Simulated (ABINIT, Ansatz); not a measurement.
# KTaS3 (Pm-3m): zone-centre phonons, part 2 of 3

Which modes does KTaS3 (Pm-3m) have at the zone centre?

ABINIT 10.8.3; DFT LDA, scalar-relativistic, plane waves, PseudoDojo norm-conserving pseudopotentials.

So far. Step 2 (Relaxation): Little changed from the start: no atom moved by 0.005 Å and no cell edge by 0.1 %. Step 3 (Ground state): The cell stands at -0.040 GPa, close enough for phonons. The relaxed cell has a = 4.759 Å (conventional setting).

The structure was built from a prototype and need not be the compound's stable phase.

## Step 4: Zone-centre response

At q = 0 one unit cell holds all displacements. The response is solved for single atoms along the cell's directions, and symmetry skips those that follow from others. The crystal is treated as a metal, which screens a static field, so no field response is asked.

dfpt_gamma.abi

```

# common to the responses
getwfk_filepath "gso_WFK"
kptopt 2
nqpt 1
qpt 0.0 0.0 0.0
asr 0
chneut 0

# displacements
rfphon 1
rfatpol 1 5
rfdir 1 1 1
tolvrs 1.0d-10
prtwf 0

# basis, mesh and filling
ecut 32.0
ngkpt 6 6 6
nshiftk 1
shiftk 0.0 0.0 0.0
istwfk *1
occopt 6
tsmear 0.01
nband 29
nstep 100
diemac 1000000.0
prtebands 0
prtgsr 0
useylm 1

# cell and atoms
acell 3*1.0 Angstrom
rprim 
    4.758775042 0.0 0.0
    0.0 4.758775042 0.0
    0.0 0.0 4.758775042
ntypat 3
znucl 19 73 16
natom 5
typat 1 2 3 3 3
xred 
    0.0 0.0 0.0
    0.5 0.5 0.5
    0.5 0.5 0.0
    0.5 0.0 0.5
    0.0 0.5 0.5
pp_dirpath "./pseudo"
pseudos "K.upf, Ta.upf, S.upf"
```

Run with:

```console
> OMP_NUM_THREADS=1 mpirun -n 4 abinit dfpt_gamma.abi > dfpt_gamma.log
```

Numbers of over 12 decimals in the logs are rounded to 6 here.

dfpt_gamma.abo, the main output file:

```text
[banners, grids, parts of the stress and lines that vanish by symmetry left out]
- input  file    -> dfpt_gamma.abi
- output file    -> dfpt_gamma.abo
- root for input  files -> dfpt_gammai
- root for output files -> dfpt_gammao

 Symmetries : space group Pm -3 m (#221); Bravais cP (primitive cubic)
================================================================================
 Values of the parameters that define the memory need of the present run (RF).
     intxc =       0      iscf =       7    lmnmax =      32     lnmax =       8
     mgfft =      48  mpssoang =       4    mqgrid =    3001     natom =       5
  nloc_mem =       1    nspden =       1   nspinor =       1    nsppol =       1
      nsym =      48    n1xccc =    2501    ntypat =       3    occopt =       6
   xclevel =       1
-    mband =          29        mffmem =           1         mkmem =          28
-   mkqmem =          28        mk1mem =          28           mpw =        6355
      nfft =      110592          nkpt =         112
- my_mband =          29
================================================================================
================================================================================

--------------------------------------------------------------------------------
------------- Echo of variables that govern the present computation ------------
--------------------------------------------------------------------------------
-
- outvars: echo of selected default values
-   iomode0 =  0 , fftalg0 =312 , wfoptalg0 =  0
-
- outvars: echo of global parameters not present in the input file
-  max_nthreads =    1
-
 -outvars: echo values of preprocessed input variables
 [... echo left out ...]
================================================================================

 chkinp: Checking input parameters for consistency.

[...]
== DATASET  1 ==================================================================
-   mpi_nproc: 4, omp_nthreads: 1 (-1 if OMP is not activated)

--- !DatasetInfo
iteration_state: {dtset: 1, }
dimensions: {natom: 5, nkpt: 112, mband: 29, nsppol: 1, nspinor: 1, nspden: 1, mpw: 6355, }
cutoff_energies: {ecut:  32.0, pawecutdg:  -1.0, }
electrons: {nelect:   4.00000000E+01, charge:   0.00000000E+00, occopt:   6.00000000E+00, tsmear:   1.00000000E-02, }
meta: {optdriver: 1, rfphon: 1, }
...

 mkfilename: getwfk from: gso_WFK

 Real(R)+Recip(G) space primitive vectors, cartesian coordinates (Bohr,Bohr^-1):
 R(1)=  8.9927815  0.0000000  0.0000000  G(1)=  0.1112003  0.0000000  0.0000000
 R(2)=  0.0000000  8.9927815  0.0000000  G(2)=  0.0000000  0.1112003  0.0000000
 R(3)=  0.0000000  0.0000000  8.9927815  G(3)=  0.0000000  0.0000000  0.1112003
 Unit cell volume ucvol=  7.2724732E+02 bohr^3
 Angles (23,13,12)=  9.00000000E+01  9.00000000E+01  9.00000000E+01 degrees
 setup1 : take into account q-point for computing boxcut.

 getcut: wavevector=  0.0000  0.0000  0.0000  ngfft=  48  48  48
         ecut(hartree)=     32.000   => boxcut(ratio)=   2.09608

--- Pseudopotential description ------------------------------------------------
- pspini: atom type   1  psp file is ./pseudo/K.upf

- pspini: atom type   2  psp file is ./pseudo/Ta.upf

- pspini: atom type   3  psp file is ./pseudo/S.upf

   2.23238727E+03                                ecore*ucvol(ha*bohr**3)
--------------------------------------------------------------------------------

 ==>  initialize data related to q vector <==

 The list of irreducible perturbations for this q vector is:
    1)    idir= 1    ipert=   1
    2)    idir= 1    ipert=   2
    3)    idir= 1    ipert=   3
    4)    idir= 3    ipert=   3

[...]
The perturbation idir=   2  ipert=   1 is
 symmetric of a previously calculated perturbation.
 So, its SCF calculation is not needed.

 The perturbation idir=   3  ipert=   1 is
 symmetric of a previously calculated perturbation.
 So, its SCF calculation is not needed.

 The perturbation idir=   2  ipert=   2 is
 symmetric of a previously calculated perturbation.
 So, its SCF calculation is not needed.

 The perturbation idir=   3  ipert=   2 is
 symmetric of a previously calculated perturbation.
 So, its SCF calculation is not needed.

[...]
The perturbation idir=   2  ipert=   5 is
 symmetric of a previously calculated perturbation.
 So, its SCF calculation is not needed.

 The perturbation idir=   3  ipert=   5 is
 symmetric of a previously calculated perturbation.
 So, its SCF calculation is not needed.

--------------------------------------------------------------------------------
 Perturbation wavevector (in red.coord.)   0.000000  0.000000  0.000000
 Perturbation : displacement of atom   1   along direction   1
 Found     8 symmetries that leave the perturbation invariant.

[...]
dfpt_looppert : total number of electrons, from k and k+q
  fully or partially occupied states are    4.000000E+01 and    4.000000E+01.
 Initialisation of the first-order wave-functions :
  ireadwf=   0

--- !BeginCycle
iteration_state: {dtset: 1, }
solver: {iscf: 7, nstep: 100, nline: 4, wfoptalg: 0, }
tolerances: {tolvrs: 1.00E-10, }
...

     iter   2DEtotal(Ha)        deltaE(Ha) residm    vres2
-ETOT  1   5.979858     -2.666E+03 1.232E+01 8.601E+02
 ETOT  2   1.443349     -4.537E+00 2.571E+00 8.430E+02
 ETOT  3  0.986141     -4.572E-01 3.616E-02 1.495E+02
 ETOT  4  0.914825     -7.132E-02 1.127E-02 7.197E+00
 ETOT  5  0.910354     -4.472E-03 5.043E-03 2.265E+00
[...]
At SCF step   13       vres2   =  2.26E-11 < tolvrs=  1.00E-10 =>converged.
[...]
Mean square residual over all n,k,spin=   18.899E-09; max=  17.732E-06

 Thirteen components of 2nd-order total energy (hartree) are
 1,2,3: 0th-order hamiltonian combined with 1st-order wavefunctions
     kin0=   2.49612352E+03 eigvalue=   2.37998850E+02  local=  -2.25521849E+03
 4,5,6: 1st-order hamiltonian combined with 1st and 0th-order wfs
 loc psp =  -2.46154948E+03  Hartree=   7.40620123E+02     xc=  -1.66750887E+02
 note that "loc psp" includes a xc core correction that could be resolved
 7,8,9: eventually, occupation + non-local contributions
    edocc=   9.92307484E+01     enl0=   1.51901700E+03   enl1=  -2.88049225E+03
 1-9 gives the relaxation energy (to be shifted if some occ is /=2.0)
   erelax=  -2.67102087E+03
 10,11,12 Non-relaxation  contributions : frozen-wavefunctions and Ewald
 fr.local=   1.12309318E+03 fr.nonlo=   1.44160409E+03  Ewald=   1.29956729E+02
 13,14 Frozen wf xc core corrections (1) and (2)
 frxc 1  =  -1.75657316E+02  frxc 2 =   1.52933661E+02
 Resulting in :
 2DEtotal=    0.9094785658E+00 Ha. Also 2DEtotal=    0.247481725375E+02 eV
    (2DErelax=   -2.6710208652E+03 Ha. 2DEnonrelax=    2.6719303437E+03 Ha)
    (  non-var. 2DEtotal :    9.0947831662E-01 Ha)

[...]
Perturbation wavevector (in red.coord.)   0.000000  0.000000  0.000000
 Perturbation : displacement of atom   2   along direction   1
 Found     8 symmetries that leave the perturbation invariant.

[...]
dfpt_looppert : total number of electrons, from k and k+q
  fully or partially occupied states are    4.000000E+01 and    4.000000E+01.
 Initialisation of the first-order wave-functions :
  ireadwf=   0

--- !BeginCycle
iteration_state: {dtset: 1, }
solver: {iscf: 7, nstep: 100, nline: 4, wfoptalg: 0, }
tolerances: {tolvrs: 1.00E-10, }
...

     iter   2DEtotal(Ha)        deltaE(Ha) residm    vres2
-ETOT  1   10.046229375067     -3.747E+03 1.003E+01 1.586E+04
[...]
At SCF step   13       vres2   =  1.57E-12 < tolvrs=  1.00E-10 =>converged.
[...]
Mean square residual over all n,k,spin=   25.086E-09; max=  25.942E-06

 Thirteen components of 2nd-order total energy (hartree) are
 1,2,3: 0th-order hamiltonian combined with 1st-order wavefunctions
     kin0=   2.14424531E+03 eigvalue=   4.40780391E+02  local=  -1.63000174E+03
 4,5,6: 1st-order hamiltonian combined with 1st and 0th-order wfs
 loc psp =  -5.33669730E+03  Hartree=   1.33954600E+03     xc=  -1.99721125E+02
 note that "loc psp" includes a xc core correction that could be resolved
 7,8,9: eventually, occupation + non-local contributions
    edocc=   5.50285056E+02     enl0=   1.10720349E+03   enl1=  -2.16797746E+03
 1-9 gives the relaxation energy (to be shifted if some occ is /=2.0)
   erelax=  -3.75233738E+03
 10,11,12 Non-relaxation  contributions : frozen-wavefunctions and Ewald
 fr.local=   2.40967518E+03 fr.nonlo=   1.08848818E+03  Ewald=   1.63493949E+02
 13,14 Frozen wf xc core corrections (1) and (2)
 frxc 1  =  -3.56059626E+02  frxc 2 =   4.51053949E+02
 Resulting in :
 2DEtotal=    0.4314261373E+01 Ha. Also 2DEtotal=    0.117397032585E+03 eV
    (2DErelax=   -3.7523373764E+03 Ha. 2DEnonrelax=    3.7566516378E+03 Ha)
    (  non-var. 2DEtotal :    4.3142610724E+00 Ha)

[...]
Perturbation wavevector (in red.coord.)   0.000000  0.000000  0.000000
 Perturbation : displacement of atom   3   along direction   1
 Found     4 symmetries that leave the perturbation invariant.

[...]
dfpt_looppert : total number of electrons, from k and k+q
  fully or partially occupied states are    4.000000E+01 and    4.000000E+01.
 Initialisation of the first-order wave-functions :
  ireadwf=   0

--- !BeginCycle
iteration_state: {dtset: 1, }
solver: {iscf: 7, nstep: 100, nline: 4, wfoptalg: 0, }
tolerances: {tolvrs: 1.00E-10, }
...

     iter   2DEtotal(Ha)        deltaE(Ha) residm    vres2
-ETOT  1   2.913553     -5.843E+02 1.825E+00 6.944E+02
[...]
At SCF step   12       vres2   =  7.84E-11 < tolvrs=  1.00E-10 =>converged.
[...]
Mean square residual over all n,k,spin=   11.916E-08; max=  15.134E-05

 Thirteen components of 2nd-order total energy (hartree) are
 1,2,3: 0th-order hamiltonian combined with 1st-order wavefunctions
     kin0=   5.31863456E+02 eigvalue=  -1.35702257E+01  local=  -3.72019018E+02
 4,5,6: 1st-order hamiltonian combined with 1st and 0th-order wfs
 loc psp =  -4.44616935E+02  Hartree=   1.58903590E+02     xc=  -4.24762613E+01
 note that "loc psp" includes a xc core correction that could be resolved
 7,8,9: eventually, occupation + non-local contributions
    edocc=   2.41616791E+01     enl0=   2.98122604E+02   enl1=  -7.25354716E+02
 1-9 gives the relaxation energy (to be shifted if some occ is /=2.0)
   erelax=  -5.84985826E+02
 10,11,12 Non-relaxation  contributions : frozen-wavefunctions and Ewald
 fr.local=   2.59626301E+02 fr.nonlo=   3.65795152E+02  Ewald=  -2.67633332E+01
 13,14 Frozen wf xc core corrections (1) and (2)
 frxc 1  =  -6.70574102E+01  frxc 2 =   5.56516334E+01
 Resulting in :
 2DEtotal=    0.2266517998E+01 Ha. Also 2DEtotal=    0.616750966674E+02 eV
    (2DErelax=   -5.8498582579E+02 Ha. 2DEnonrelax=    5.8725234378E+02 Ha)
    (  non-var. 2DEtotal :    2.2665182844E+00 Ha)

[...]
Perturbation wavevector (in red.coord.)   0.000000  0.000000  0.000000
 Perturbation : displacement of atom   3   along direction   3
 Found     8 symmetries that leave the perturbation invariant.

--------------------------------------------------------------------------------

--------------------------------------------------------------------------------

 dfpt_looppert : total number of electrons, from k and k+q
  fully or partially occupied states are    4.000000E+01 and    4.000000E+01.
 Initialisation of the first-order wave-functions :
  ireadwf=   0

--- !BeginCycle
iteration_state: {dtset: 1, }
solver: {iscf: 7, nstep: 100, nline: 4, wfoptalg: 0, }
tolerances: {tolvrs: 1.00E-10, }
...

     iter   2DEtotal(Ha)        deltaE(Ha) residm    vres2
-ETOT  1   17.301383981988     -6.158E+02 1.911E+00 2.098E+04
[...]
ETOT 12   11.139452468020      3.297E-12 2.528E-05 6.422E-10
 ETOT 13   11.139452468017     -2.842E-12 1.905E-05 7.111E-12

 At SCF step   13       vres2   =  7.11E-12 < tolvrs=  1.00E-10 =>converged.
[...]
Mean square residual over all n,k,spin=   18.307E-09; max=  19.051E-06

 Thirteen components of 2nd-order total energy (hartree) are
 1,2,3: 0th-order hamiltonian combined with 1st-order wavefunctions
     kin0=   5.45739971E+02 eigvalue=  -5.69780321E+00  local=  -3.85104617E+02
 4,5,6: 1st-order hamiltonian combined with 1st and 0th-order wfs
 loc psp =  -4.68858369E+02  Hartree=   1.87909033E+02     xc=  -4.37061068E+01
 note that "loc psp" includes a xc core correction that could be resolved
 7,8,9: eventually, occupation + non-local contributions
    edocc=   3.94030012E+01     enl0=   2.83369288E+02   enl1=  -7.74967164E+02
 1-9 gives the relaxation energy (to be shifted if some occ is /=2.0)
   erelax=  -6.21912767E+02
 10,11,12 Non-relaxation  contributions : frozen-wavefunctions and Ewald
 fr.local=  -9.58135846E+01 fr.nonlo=   4.03862993E+02  Ewald=   3.38593039E+02
 13,14 Frozen wf xc core corrections (1) and (2)
 frxc 1  =  -6.66325699E+01  frxc 2 =   5.30423421E+01
 Resulting in :
 2DEtotal=    0.1113945247E+02 Ha. Also 2DEtotal=    0.303119943676E+03 eV
    (2DErelax=   -6.2191276681E+02 Ha. 2DEnonrelax=    6.3305221928E+02 Ha)
    (  non-var. 2DEtotal :    1.1139452652E+01 Ha)

[...]
---- first-order wavefunction calculations are completed ----

 ==> Compute Derivative Database <==

 [... matrices left out ...]
  Phonon wavevector (reduced coordinates) :  0.00000  0.00000  0.00000
 Phonon energies in Hartree :
   1.502832E-05  1.502832E-05  1.502832E-05  3.659474E-04  3.659474E-04
   3.659474E-04  5.718820E-04  5.718820E-04  5.718820E-04  6.270382E-04
   6.270382E-04  6.270382E-04  1.667521E-03  1.667521E-03  1.667521E-03
 Phonon frequencies in cm-1    :
-  3.298336E+00  3.298336E+00  3.298336E+00  8.031616E+01  8.031616E+01
-  8.031616E+01  1.255136E+02  1.255136E+02  1.255136E+02  1.376190E+02
-  1.376190E+02  1.376190E+02  3.659787E+02  3.659787E+02  3.659787E+02

== END DATASET(S) ==============================================================
================================================================================

 -outvars: echo values of variables after computation
            acell      1.8897261259E+00  1.8897261259E+00  1.8897261259E+00 Bohr
           etotal      1.1139452468E+01
            fcart      0.0000000000E+00  0.0000000000E+00  0.0000000000E+00
           strten      0.0000000000E+00  0.0000000000E+00  0.0000000000E+00
================================================================================
```

Run time: 13 min. Hardware: 4 MPI ranks of Intel Xeon at 2.70GHz, shared host; 53 min of CPU time.

This step gave:

```
largest acoustic frequency at the zone centre before the sum rule : 3.3 cm⁻¹
highest optical zone-centre mode (no LO-TO term)                  : 366.0 cm⁻¹
lowest optical zone-centre mode                                   : 80.32 cm⁻¹
```

The acoustic modes at Γ come out as far as 3.3 cm⁻¹ from zero, where they should vanish, a small numerical error.

[end of part 2 of 3]

[Host names and launcher messages were left out of these logs when they were recorded.]

[Logs are printed without paths, hosts, clocks, repeated set-up lines and the standing remarks that a program may print on its own settings, such as how far it seeks lower states.]

[Hosts, paths, dates, database ids (printed as entryN), source tags and the programs' standing remarks are cut or masked in the printed files.]
